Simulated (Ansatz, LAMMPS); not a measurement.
**Glassy 69SiO2-19Al2O3-6SrO-6Li2O (mol %) (106 atoms): a single point**

What does DFT give for glassy 69SiO2-19Al2O3-6SrO-6Li2O (mol %) (106 atoms) as built?

Calculated with Ansatz 0.2.0; Kohn-Sham DFT, PBE, PAW (set soft_2), plane waves.

**1. Starting point**

The cell holds 106 atoms: 22 Si, 12 Al, 2 Sr, 4 Li and 66 O. Its edges and angles: a = 11.659 Å, b = 11.659 Å, c = 11.659 Å, α = 90.0°, β = 90.0°, γ = 90.0°. 106 atoms (22 Si, 12 Al, 2 Sr, 4 Li, 66 O) placed at random at 2.31 g/cm³, melted at 4000 K for 10 ps at fixed volume with the Morse and Coulomb pair potential with partial charges (Pedone, Malavasi, Menziani, Cormack and Segre, J. Phys. Chem. B 110, 11780 (2006)). Quenched from 4000 K to 300 K at 50 K/ps and fixed volume, held 5 ps.

What the set-up can't give: The quench rate of 50 K/ps is orders of magnitude faster than experiment, which tends to freeze in extra defects. The starting topology of bonds comes from the classical model, and needn't be the one that DFT or experiment would give. Only the Γ point is sampled, in a cell whose shortest periodic width is 12 Å.

**2. How the cell was made**

A classical potential supplies the starting structure, since it reaches far longer times than DFT.

This step: classical MD, Morse and Coulomb pair potential with partial charges (Pedone, Malavasi, Menziani, Cormack and Segre, J. Phys. Chem. B 110, 11780 (2006)) (LAMMPS 22 Jul 2025 - Update 4).

File in.lmp:

```
# melt-quench of Si22Al12Sr2Li4O66
units metal
atom_style charge
boundary p p p
region box block 0 11.6585 0 11.6585 0 11.6585
create_box 5 box
mass 1 28.0850   # Si
mass 2 26.9815   # Al
mass 3 87.6200   # Sr
mass 4 6.9400   # Li
mass 5 15.9990   # O
create_atoms 1 random 22 341389 NULL overlap 1.5 maxtry 2000
create_atoms 2 random 12 341396 NULL overlap 1.5 maxtry 2000
create_atoms 3 random 2 341403 NULL overlap 1.5 maxtry 2000
create_atoms 4 random 4 341410 NULL overlap 1.5 maxtry 2000
create_atoms 5 random 66 341417 NULL overlap 1.5 maxtry 2000
pair_style hybrid/overlay pedone 5.5 coul/long 8.0
pair_coeff * * coul/long
pair_coeff 1 5 pedone 0.340554 2.006700 2.100000 1   # Si-O
pair_coeff 2 5 pedone 0.361581 1.900442 2.164818 0.9   # Al-O
pair_coeff 3 5 pedone 0.019623 1.886000 3.328330 3   # Sr-O
pair_coeff 4 5 pedone 0.001114 3.429506 2.681360 1   # Li-O
pair_coeff 5 5 pedone 0.042395 1.379316 3.618701 22   # O-O
set type 1 charge 2.4
set type 2 charge 1.8
set type 3 charge 1.2
set type 4 charge 0.6
set type 5 charge -1.2
kspace_style pppm 1.0e-4
neigh_modify delay 0 every 1 check yes
thermo_style custom step time temp pe press density
thermo_modify norm yes
timestep 0.002
thermo 100
# [... 15 lines left out ...]
fix md all nvt temp 4000 300 0.2
run 37000 post no
unfix md
thermo 1250
fix md all nvt temp 300 300 0.2
run 2500 post no
unfix md
write_dump all custom glass.dump id type xs ys zs modify sort id
```

The run is started by

```
lmp -in in.lmp -log none -nocite
```

Numbers of over 12 decimals in the logs are rounded to 6 here.

What it wrote:

```text
LAMMPS (22 Jul 2025 - Update 4)
Created orthogonal box = (0 0 0) to (11.6585 11.6585 11.6585)
Created 22 atoms
Created 12 atoms
Created 2 atoms
Created 4 atoms
Created 66 atoms
PPPM initialization ...
  G vector (1/distance) = 0.37611104
  grid = 12 12 12
  estimated relative force accuracy = 7.539211e-05
   Step          Time           Temp          PotEng         Press         Density
         0   0              0             -2.0857305      455526.51      2.3059962
       100   0.2            0             -15.148115     -29350.365      2.3059962
       106   0.212          0             -15.161416     -33065.048      2.3059962
[... 19 lines left out ...]
[... 2 lines left out ...]
Loop time of 3.65313 s on 1 MPI rank(s) for 5000 steps with 106 atoms
   Step          Time           Temp          PotEng         Press         Density
[... 12 lines left out ...]
Loop time of 26.1642 s on 1 MPI rank(s) for 37000 steps with 106 atoms
   Step          Time           Temp          PotEng         Press         Density
     43000   86             311.3795      -15.323159     -29418.198      2.3059962
     43750   87.5           295.07353     -15.322126     -25705.982      2.3059962
     45000   90             299.73719     -15.323716     -30527.917      2.3059962
     45500   91             274.60168     -15.326617     -21392.478      2.3059962
Loop time of 1.6842 s on 1 MPI rank(s) for 2500 steps with 106 atoms
```

Wall time 32 s (1 thread of Arm Neoverse N1, shared host); peak memory 0.069 GiB.

**3. Plane-wave single point**

The electrons are solved once, with the atoms held.

File input.yaml:

```yaml
crystal:
  lattice:
    - [11.6585, 0.0, 0.0]
    - [0.0, 11.6585, 0.0]
    - [0.0, 0.0, 11.6585]
  atoms:
    - { symbol: Si, position: [0.39825, 0.99986, 0.28599] }
    - { symbol: Si, position: [0.12796, 0.02821, 0.7849] }
    - { symbol: Si, position: [0.38412, 0.36203, 0.55335] }
    - { symbol: Si, position: [0.44328, 0.78899, 0.43654] }
    - { symbol: Si, position: [0.57804, 0.45737, 0.2899] }
    - { symbol: Si, position: [0.07953, 0.94575, 0.52133] }
    - { symbol: Si, position: [0.73481, 0.09594, 0.51929] }
    - { symbol: Si, position: [0.32203, 0.31717, 0.98943] }
    - { symbol: Si, position: [0.11976, 0.75721, 0.81497] }
    - { symbol: Si, position: [0.88888, 0.67623, 0.33102] }
    - { symbol: Si, position: [0.86821, 0.45687, 0.90338] }
    - { symbol: Si, position: [0.90547, 0.91855, 0.21152] }
    - { symbol: Si, position: [0.98916, 0.29954, 0.17714] }
    - { symbol: Si, position: [0.36505, 0.47988, 0.78597] }
    - { symbol: Si, position: [0.94742, 0.11799, 0.36974] }
    - { symbol: Si, position: [0.1741, 0.96123, 0.14935] }
    - { symbol: Si, position: [0.73484, 0.85567, 0.99694] }
    - { symbol: Si, position: [0.86188, 0.70051, 0.80979] }
    - { symbol: Si, position: [0.20807, 0.46719, 0.17516] }
    - { symbol: Si, position: [0.80099, 0.48331, 0.15882] }
    - { symbol: Si, position: [0.25425, 0.71191, 0.05375] }
    - { symbol: Si, position: [0.52285, 0.20569, 0.38972] }
    - { symbol: Al, position: [0.37937, 0.08141, 0.89214] }
    - { symbol: Al, position: [0.24127, 0.73861, 0.57034] }
    - { symbol: Al, position: [0.54955, 0.94533, 0.83542] }
    - { symbol: Al, position: [0.50031, 0.70062, 0.68107] }
    - { symbol: Al, position: [0.10943, 0.32356, 0.57023] }
    - { symbol: Al, position: [0.11938, 0.38717, 0.82084] }
    - { symbol: Al, position: [0.48008, 0.85639, 0.0683] }
    - { symbol: Al, position: [0.0999, 0.16298, 0.98013] }
    - { symbol: Al, position: [0.10914, 0.53444, 0.4136] }
    - { symbol: Al, position: [0.35129, 0.56259, 0.36251] }
    - { symbol: Al, position: [0.82665, 0.83182, 0.55878] }
    - { symbol: Al, position: [0.65899, 0.64388, 0.47505] }
    - { symbol: Sr, position: [0.81908, 0.13646, 0.83897] }
    - { symbol: Sr, position: [0.68972, 0.4265, 0.68263] }
    - { symbol: Li, position: [0.38499, 0.74776, 0.85931] }
    - { symbol: Li, position: [0.51574, 0.63813, 0.11494] }
    - { symbol: Li, position: [0.52971, 0.1535, 0.64872] }
    - { symbol: Li, position: [0.18154, 0.77876, 0.35067] }
    - { symbol: O, position: [0.85991, 0.14103, 0.47636] }
    - { symbol: O, position: [0.29681, 0.3769, 0.11314] }
    - { symbol: O, position: [0.55111, 0.3254, 0.3237] }
    - { symbol: O, position: [0.03603, 0.94569, 0.17286] }
    - { symbol: O, position: [0.18878, 0.73666, 0.70143] }
    - { symbol: O, position: [0.17673, 0.05397, 0.05092] }
    - { symbol: O, position: [0.68279, 0.95625, 0.91941] }
    - { symbol: O, position: [0.00248, 0.44917, 0.89021] }
    - { symbol: O, position: [0.96216, 0.88235, 0.53665] }
    - { symbol: O, position: [0.38443, 0.41378, 0.90721] }
    - { symbol: O, position: [0.61095, 0.6201, 0.61809] }
    - { symbol: O, position: [0.62107, 0.79926, 0.06041] }
    - { symbol: O, position: [0.35107, 0.71045, 0.36397] }
    - { symbol: O, position: [0.87705, 0.02527, 0.28905] }
    - { symbol: O, position: [0.44042, 0.93723, 0.94324] }
    - { symbol: O, position: [0.37784, 0.19818, 0.98545] }
    - { symbol: O, position: [0.25877, 0.06885, 0.81637] }
    - { symbol: O, position: [0.80225, 0.34535, 0.87198] }
    - { symbol: O, position: [0.39522, 0.75423, 0.56961] }
    - { symbol: O, position: [0.99888, 0.21852, 0.29392] }
    - { symbol: O, position: [0.4722, 0.26584, 0.50776] }
    - { symbol: O, position: [0.79843, 0.76446, 0.91974] }
    - { symbol: O, position: [0.87335, 0.36822, 0.19361] }
    - { symbol: O, position: [0.26266, 0.99335, 0.2515] }
    - { symbol: O, position: [0.99552, 0.70732, 0.81816] }
    - { symbol: O, position: [0.90706, 0.80532, 0.27896] }
    - { symbol: O, position: [0.38989, 0.47028, 0.46537] }
    - { symbol: O, position: [0.20501, 0.60883, 0.50352] }
    - { symbol: O, position: [0.25468, 0.31816, 0.54527] }
    - { symbol: O, position: [0.20736, 0.82711, 0.12277] }
    - { symbol: O, position: [0.82641, 0.90562, 0.09584] }
    - { symbol: O, position: [0.74468, 0.9564, 0.54302] }
    - { symbol: O, position: [0.04662, 0.10458, 0.86039] }
    - { symbol: O, position: [0.42414, 0.91433, 0.40119] }
    - { symbol: O, position: [0.64262, 0.14033, 0.4218] }
    - { symbol: O, position: [0.533, 0.82297, 0.75452] }
    - { symbol: O, position: [0.43762, 0.12035, 0.32702] }
    - { symbol: O, position: [0.8332, 0.49943, 0.028] }
    [... 22 atom lines left out ...]
    - { symbol: O, position: [0.21995, 0.59822, 0.11114] }
    - { symbol: O, position: [0.05328, 0.41768, 0.48422] }
    - { symbol: O, position: [0.66937, 0.4634, 0.1865] }
    - { symbol: O, position: [0.20448, 0.71843, 0.92192] }
    - { symbol: O, position: [0.07109, 0.30906, 0.70651] }
    - { symbol: O, position: [0.00531, 0.62586, 0.37789] }
kpoints:
  mp_grid: { grid: [1, 1, 1] }
hamiltonian:
  xc: pbe
scf:
  occupations: { method: fixed }
output:
  forces: true
  stress: true
  populations: true
  dos:
    method: { smearing: { sigma: 0.15 } }
    de: 0.1
    projected: { site_lists: { Al: [Al], Li: [Li], O: [O], Si: [Si], Sr: [Sr] } }
  eigenvalues: true
  write_density: true
  write_potential: true
  volumetric_format: npy
```

The run is started by

```
ansatz run input.yaml --threads 8 --pin off --max-ram 15872MiB --backend cpu --events-out ev --progress --plain --runs-dir out
```

What it wrote:

```text
Engine: ansatz 0.2.0, aarch64-unknown-linux-gnu
Pseudopotentials: kind: paw
Pseudopotential: Si, paw, valence charge 4, recommended cutoff 420 eV (normal), Si.paw.azcp
Pseudopotential: Al, paw, valence charge 3, recommended cutoff 420 eV (normal), Al.paw.azcp
Pseudopotential: Sr, paw, valence charge 10, recommended cutoff 420 eV (normal), Sr.paw.azcp
[...]
--- Band table (eV) ---
  k-point 0: bands = ["-42.5158", "-42.0863", "-41.9480", "-41.6190", [... 366 levels ...], "12.3438", "12.3741", "12.3948", "12.4539", "12.4765", "12.4966", "12.5279", "12.5626", "12.5887", "12.5971", "12.6623", "12.7505"]
--- Löwdin populations: 106 sites ---
  site symbol       q [e]
     0     Si      2.1856
     1     Si      2.2401
     2     Si      2.2568
[...]
105      O      6.8500
  spilling = 0.011962 (of n_electrons = 552.000000)
[key lines of the parts left out:]
SCF converged after 9 iterations
Free energy (F): -65916.783862 eV
Fermi energy:    2.621685 eV
P = ⅓ Tr σ = 3.3600 GPa (33.600 kbar)
```

The job ended after 43 s (8 threads of Arm Neoverse N1, shared host; peak memory 2 GiB; 3.7 min of CPU time).

The program notes that the exchange-correlation potential is rough where the density is thin.

Numbers from this run:

```yaml
free_energy: -65916.7839 eV
free_energy_per_atom: -621.8565 eV/atom
scf_cycles: 9
pressure: 3.36 GPa
r_m_s_force_component: 1.287 eV/Å
longest_force: 4.535 eV/Å
fermi_energy: 2.622 eV
spacing_of_highest_filled_and_lowest_empty_level: 3.283 eV
spilling_of_the_projection: 0.01196
```

Length of the force by element:

| element | coordination | atoms | mean length of the force (eV/Å) | spread | least | most |
| --- | --- | --- | --- | --- | --- | --- |
| Al | all | 12 | 1.68 | 0.746 | 0.667 | 3.02 |
| Li | all | 4 | 0.532 | 0.0574 | 0.464 | 0.609 |
| O | all | 66 | 1.84 | 0.926 | 0.594 | 4.53 |
| Si | all | 22 | 2.92 | 0.877 | 1.18 | 4.34 |
| Sr | all | 2 | 0.404 | 0.0278 | 0.377 | 0.432 |

Löwdin charges by element (they lack the spilled electrons, 0.062 e an atom on average):

| element | coordination | atoms | mean charge (e) | spread | least | most |
| --- | --- | --- | --- | --- | --- | --- |
| Al | all | 12 | 1.36 | 0.0344 | 1.32 | 1.43 |
| Li | all | 4 | 0.848 | 0.0195 | 0.814 | 0.862 |
| O | all | 66 | -0.844 | 0.0568 | -1.04 | -0.770 |
| Si | all | 22 | 1.77 | 0.0313 | 1.71 | 1.82 |
| Sr | all | 2 | 1.84 | 0.006 | 1.83 | 1.85 |

States in the cell by windows of 1 eV, zero at the Fermi level; the larger projections on atomic orbitals stand beside the total:

| from (eV) | to (eV) | total | O p | Si p | O s |
| --- | --- | --- | --- | --- | --- |
| -18 | -17 | 42.5 | 0.3 | 4.1 | 29.4 |
| -17 | -16 | 19.5 | 0.2 | 0.5 | 10.5 |
| -16 | -15 | 2.0 | 0.0 | 0.0 | 1.7 |
| -15 | -11 | 0.0 | 0.0 | 0.0 | 0.0 |
| -11 | -10 | 3.9 | 2.6 | 0.1 | 0.2 |
| -10 | -9 | 8.8 | 6.0 | 0.4 | 0.4 |
| -9 | -8 | 13.1 | 9.1 | 1.0 | 0.6 |
| -8 | -7 | 17.9 | 13.2 | 2.0 | 0.6 |
| -7 | -6 | 33.1 | 25.5 | 4.6 | 0.4 |
| -6 | -5 | 36.0 | 28.2 | 4.0 | 0.8 |
| -5 | -4 | 43.4 | 36.2 | 2.9 | 1.4 |
| -4 | -3 | 67.9 | 60.6 | 2.4 | 1.2 |
| -3 | -2 | 73.7 | 68.4 | 1.6 | 0.7 |
| -2 | -1 | 70.7 | 67.3 | 0.8 | 0.4 |
| -1 | 0 | 25.3 | 24.4 | 0.2 | 0.1 |
| 0 | 1 | 2.2 | 2.1 | 0.0 | 0.0 |
| 1 | 3 | 0.0 | 0.0 | 0.0 | 0.0 |
| 3 | 4 | 2.1 | 0.1 | 0.0 | 0.3 |
| 4 | 5 | 10.9 | 0.7 | 0.6 | 0.9 |

With fixed occupations the program's Fermi level is the highest filled level; weight inside the gap is the broadening of levels at its edges.

Between -26 and -18 eV lie 80 more states.

The levels nearest the highest filled one (over half full), pooled over k-points and spins:

| level less the highest filled one (eV) | occupation |
| --- | --- |
| -0.712 | 2 |
| -0.670 | 2 |
| -0.581 | 2 |
| -0.346 | 2 |
| -0.0517 | 2 |
| 0 | 2 |
| 3.28 | 0 |
| 4.17 | 0 |
| 4.43 | 0 |
| 4.56 | 0 |
| 4.65 | 0 |
| 4.89 | 0 |

Electrostatic potential energy in the bc plane at fractional x = 0.384, with atoms of Si and Al and Li and O within 0.2 Å of it. With pseudopotentials it is smooth inside the atoms' cores, unlike the true potential.

Ten even steps from '0' (-40 eV) to '9' (9 eV), each cell a mean:
```
876672004644667999999999899999878
756656568877300599999998888999768
667756899998400488999986336899998
766657999999864335889985225899999
988789999999872001543688668999999
999999999999872001521489889999999
999999999999855446876899999999999
999999999998523789999998999999999
999999999887546899999998889999999
999999999741026899999996114999999
999999998710005899999995003899999
999999999741024358999998657899999
999999999987672005999998754689999
999999999999995225667887643575469
889999999999999875656752356784358
357668999999999875665752378998764
005668999999999986667898899999730
005899999999999998889999999999730
457999999999999999999999999999875
889999999999999999999999999999998
999999999999999999999999999999999
999999999999999999999986468888999
999999888877899999999961017888999
999994115645789999999983248889999
```
Columns run along b (11.7 Å; values clipped at the 3rd and 97th percentile), rows up along c (11.7 Å). Atoms in or near the plane, at fractional coordinates: Si at (0.00, 0.29), Si at (0.36, 0.55), Al at (0.08, 0.89), Li at (0.75, 0.86), O at (0.41, 0.91), O at (0.20, 0.99), O at (0.75, 0.57), O at (0.47, 0.47), O at (0.73, 0.05).

Valence density in the bc plane at fractional x = 0.384, with atoms of Si and Al and Li and O within 0.2 Å of it. It is the smooth field of the valence electrons, not physical close to the nuclei.

Ten steps, logarithmic in the rise over the least value, from '0' (0.0 e/Å³) to '9' (6.4 e/Å³), each cell a mean:
```
322358997534566421000124442224565
421246765335799742000011221124665
321123332125799742111114884113444
222221110013567543344325995111122
122221000001234324578743441000001
112110000001344334689752110000000
000000000013566543466542110000000
000000000124787532223222221100000
000000000124676421001124554210000
000000011233444311000136897420000
000000123332234432100147998520000
000000123443357875310124675421110
100000122333458997421123443334432
211111111111247886422345553457764
323443210000124554213578864457875
335665310000001222223578863235654
235665310000001234332345532112333
234443100000001234432112210012333
332111000000001123321000000012344
321000000001111111110000100112444
210000000012322100000123332112332
000001111123332100001246764211211
000124554322221000001369986321111
111247987433332100001358875322332
```
Columns run along b (11.7 Å), rows up along c (11.7 Å). Atoms in or near the plane, at fractional coordinates: Si at (0.00, 0.29), Si at (0.36, 0.55), Al at (0.08, 0.89), Li at (0.75, 0.86), O at (0.41, 0.91), O at (0.20, 0.99), O at (0.75, 0.57), O at (0.47, 0.47), O at (0.73, 0.05).

Mean Löwdin charges: Al +1.36, Li +0.85, O -0.84, Si +1.77, Sr +1.84 e (they miss 1.2 % of the electrons, so they add up to more than the cell's charge).

**4. Structure statistics**

These statistics describe the geometry on which the runs were made.

Density 2.31 g/cm³, 14.95 Å³ an atom.

g(r), total and by pair (bins of 0.2 Å):

| r (Å) | total | O-O | O-Si | O-Al | O-Li | O-Sr | Si-Si |
| --- | --- | --- | --- | --- | --- | --- | --- |
| 1.50 | 1.51 | 0.00 | 5.85 | 0.00 | 0.00 | 0.00 | 0.00 |
| 1.70 | 3.63 | 0.00 | 8.79 | 9.62 | 0.00 | 0.00 | 0.00 |
| 1.90 | 0.45 | 0.00 | 0.00 | 2.33 | 2.65 | 0.00 | 0.00 |
| 2.10 | 0.10 | 0.00 | 0.00 | 0.18 | 1.64 | 0.00 | 0.00 |
| 2.30 | 0.11 | 0.00 | 0.00 | 0.00 | 2.33 | 0.00 | 0.00 |
| 2.50 | 0.84 | 1.93 | 0.00 | 0.14 | 0.37 | 1.50 | 0.00 |
| 2.70 | 1.81 | 4.15 | 0.00 | 0.11 | 0.98 | 2.58 | 0.00 |
| 2.90 | 0.80 | 1.67 | 0.00 | 0.10 | 1.13 | 0.60 | 0.00 |
| 3.10 | 0.95 | 0.70 | 0.09 | 0.17 | 0.00 | 0.96 | 5.74 |
| 3.30 | 0.75 | 0.45 | 0.40 | 0.88 | 1.32 | 0.00 | 1.98 |
| 3.50 | 0.77 | 0.54 | 1.02 | 1.10 | 1.14 | 0.38 | 0.00 |
| 3.70 | 0.84 | 0.51 | 1.27 | 1.56 | 0.71 | 0.70 | 0.00 |
| 3.90 | 1.10 | 0.44 | 1.96 | 1.47 | 1.73 | 0.94 | 0.33 |
| 4.10 | 1.30 | 0.86 | 2.11 | 1.69 | 1.41 | 0.86 | 0.46 |
| 4.30 | 1.23 | 0.88 | 1.67 | 1.69 | 1.54 | 1.54 | 0.55 |
| 4.50 | 0.93 | 0.96 | 0.58 | 1.37 | 1.17 | 1.43 | 1.16 |
| 4.70 | 0.92 | 1.14 | 0.61 | 0.65 | 1.18 | 1.07 | 1.18 |
| 4.90 | 0.98 | 1.44 | 0.61 | 0.36 | 0.59 | 1.19 | 0.98 |
| 5.10 | 1.11 | 1.52 | 0.70 | 0.73 | 0.46 | 1.48 | 1.51 |
| 5.30 | 1.06 | 1.29 | 0.85 | 0.79 | 0.76 | 0.52 | 1.29 |
| 5.50 | 0.99 | 1.15 | 0.86 | 0.79 | 0.94 | 0.81 | 1.27 |
| 5.70 | 0.92 | 0.74 | 1.02 | 1.06 | 0.81 | 1.16 | 0.80 |

Local excerpt of 10 atoms (numbers count through the whole input) about O74, which bears the longest force; x, y, z are measured from there.

| atom | x | y | z | distance (Å) | Löwdin charge (e) | Fx | Fy | Fz (eV/Å) |
| --- | --- | --- | --- | --- | --- | --- | --- | --- |
| O74 | 0.00 | 0.00 | 0.00 | 0.00 | -0.80 | -0.92 | 4.28 | -1.18 |
| Si4 | 0.22 | -1.46 | 0.41 | 1.53 | 1.75 | -1.86 | -2.49 | 0.13 |
| Si1 | -0.30 | 1.00 | -1.34 | 1.70 | 1.81 | -0.84 | -3.99 | 0.47 |
| O77 | 0.16 | 2.40 | -0.86 | 2.56 | -0.78 | -0.04 | 2.28 | 0.07 |
| O53 | -0.85 | -2.38 | -0.43 | 2.56 | -0.89 | -0.32 | 0.99 | -0.90 |
| O79 | 1.67 | -1.94 | 0.19 | 2.56 | -0.83 | 2.37 | -0.59 | 0.23 |
| O94 | 0.46 | 0.33 | -2.56 | 2.62 | -0.85 | 0.49 | 0.63 | 0.52 |
| O64 | -1.88 | 0.92 | -1.75 | 2.73 | -0.79 | -0.36 | 0.57 | 1.00 |
| O59 | -0.34 | -1.87 | 1.96 | 2.73 | -0.81 | 0.92 | 0.33 | 0.67 |
| O83 | -2.87 | -0.69 | 1.00 | 3.11 | -0.89 | 0.79 | -0.11 | 0.11 |

**5. Summary of results**

- free energy per atom: -621.8565 eV/atom
- pressure: 3.36 GPa
- r.m.s. force component: 1.287 eV/Å
- gap (highest filled to lowest empty level): 3.283 eV
- wall time of the 1 DFT run: 43 s

What this shows: The highest filled and lowest empty levels differ by 3.28 eV (at Γ alone); a semilocal functional tends to put such gaps too low. In a disordered cell it changes from sample to sample, and tail or defect levels can set it.

**Limits.** The force components of 1.3 eV/Å r.m.s. reflect the temperature of the frame as well as the gap between the generating potential and DFT. The pressure of 3.4 GPa is that of one thermal frame, in which the classical model's bond lengths enter as well as the volume, without the kinetic term.

[Logs are printed without paths, hosts, clocks, repeated set-up lines and the standing remarks that a program may print on its own settings, such as how far it seeks lower states.]

[Hosts, paths, dates, database ids (printed as entryN), source tags and the programs' standing remarks are cut or masked in the printed files.]
